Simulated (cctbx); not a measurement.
## Reading a Patterson map

Space group I4/mmm (no. 139), a = 4.1770 Å, b = 4.1770 Å, c = 11.9000 Å, α = 90.00°, β = 90.00°, γ = 90.00°, content Nd2 Sn4 Cr4.

The data are simulated with cctbx, not measured: synchrotron X-rays, λ = 0.7749 Å, to d = 0.77 Å, 50 % of the full sphere, strongest reflection 40000 counts, noise from counting, a 1.5 % proportional error and a noise floor of 15 counts (s.d.); no absorption.

Patterson synthesis from sharpened amplitudes, origin scaled to 1000:

```text
Patterson group I 4/m m m
      u       v       w   height  length (A)
  0.000   0.000   0.000   1000.0     0.00
  0.000   0.000   0.382    630.4     4.54
  0.000   0.000   0.236    253.6     2.81
  0.000   0.500   0.250    241.5     3.63
  0.000   0.500   0.132    198.0     2.61
  0.000   0.000   0.500     56.3     5.95
  0.109   0.281   0.500     45.7     6.08
  0.111   0.279   0.119     42.9     1.89
  0.172   0.172   0.034     42.1     1.09
  0.000   0.125   0.080     41.8     1.09
  0.103   0.103   0.308     41.7     3.72
  0.000   0.083   0.469     34.8     5.59
  0.100   0.395   0.443     34.2     5.54
  0.119   0.362   0.190     29.9     2.77
```

Q: Assign the vectors.

A peak at u stands for all pairs with xi − xj = u, with weight Σ ZiZj against Σ Z² = 19504 at the origin. Peak heights follow these weights only roughly, since form factors, motion and series ripples differ, all vectors within 0.55 Å of a peak are counted as merged into it though the farther ones add only part of their weight, and F(000) is left out, which lowers the whole map:

| u | v | w | shortest length (Å) | height | 1000 ΣZiZj/ΣZ² | pairs in the cell |
| --- | --- | --- | --- | --- | --- | --- |
| 0.000 | 0.000 | 0.382 | 3.27 | 630 | 615 | 4 × Nd–Sn |
| 0.000 | 0.000 | 0.236 | 2.81 | 254 | 256 | 2 × Sn–Sn |
| 0.000 | 0.500 | 0.250 | 3.63 | 242 | 295 | 4 × Nd–Cr |
| 0.000 | 0.500 | 0.132 | 2.61 | 198 | 246 | 4 × Sn–Cr |
| 0.000 | 0.000 | 0.500 | 2.95 | 56 | 118 | 4 × Cr–Cr |
| 0.109 | 0.281 | 0.500 | 1.87 | 46 | 0 | none within 0.55 Å |

The table stops at ten peaks or at a height of 45, below which ripples compete. In the model behind the data Nd, the heaviest element, has 1 independent site: (0, 0, 0), up to an allowed shift of origin. No listed peak is a Nd–Nd vector, so the position follows from the cell content and the cross vectors. The whole model:

| atom | mult. | x | y | z | Ueq (Å²) |
| --- | --- | --- | --- | --- | --- |
| Nd1 | 2 | 0 | 0 | 0 | 0.0044 |
| Sn1 | 4 | 0 | 0 | 0.3819 | 0.0042 |
| Cr1 | 4 | 1/2 | 0 | 1/4 | 0.0068 |

The model is made up (kin elements in a known structure type, no relaxation), so it says nothing on whether the phase exists.

[Logs are printed without paths, hosts, clocks, repeated set-up lines and the standing remarks that a program may print on its own settings, such as how far it seeks lower states.]
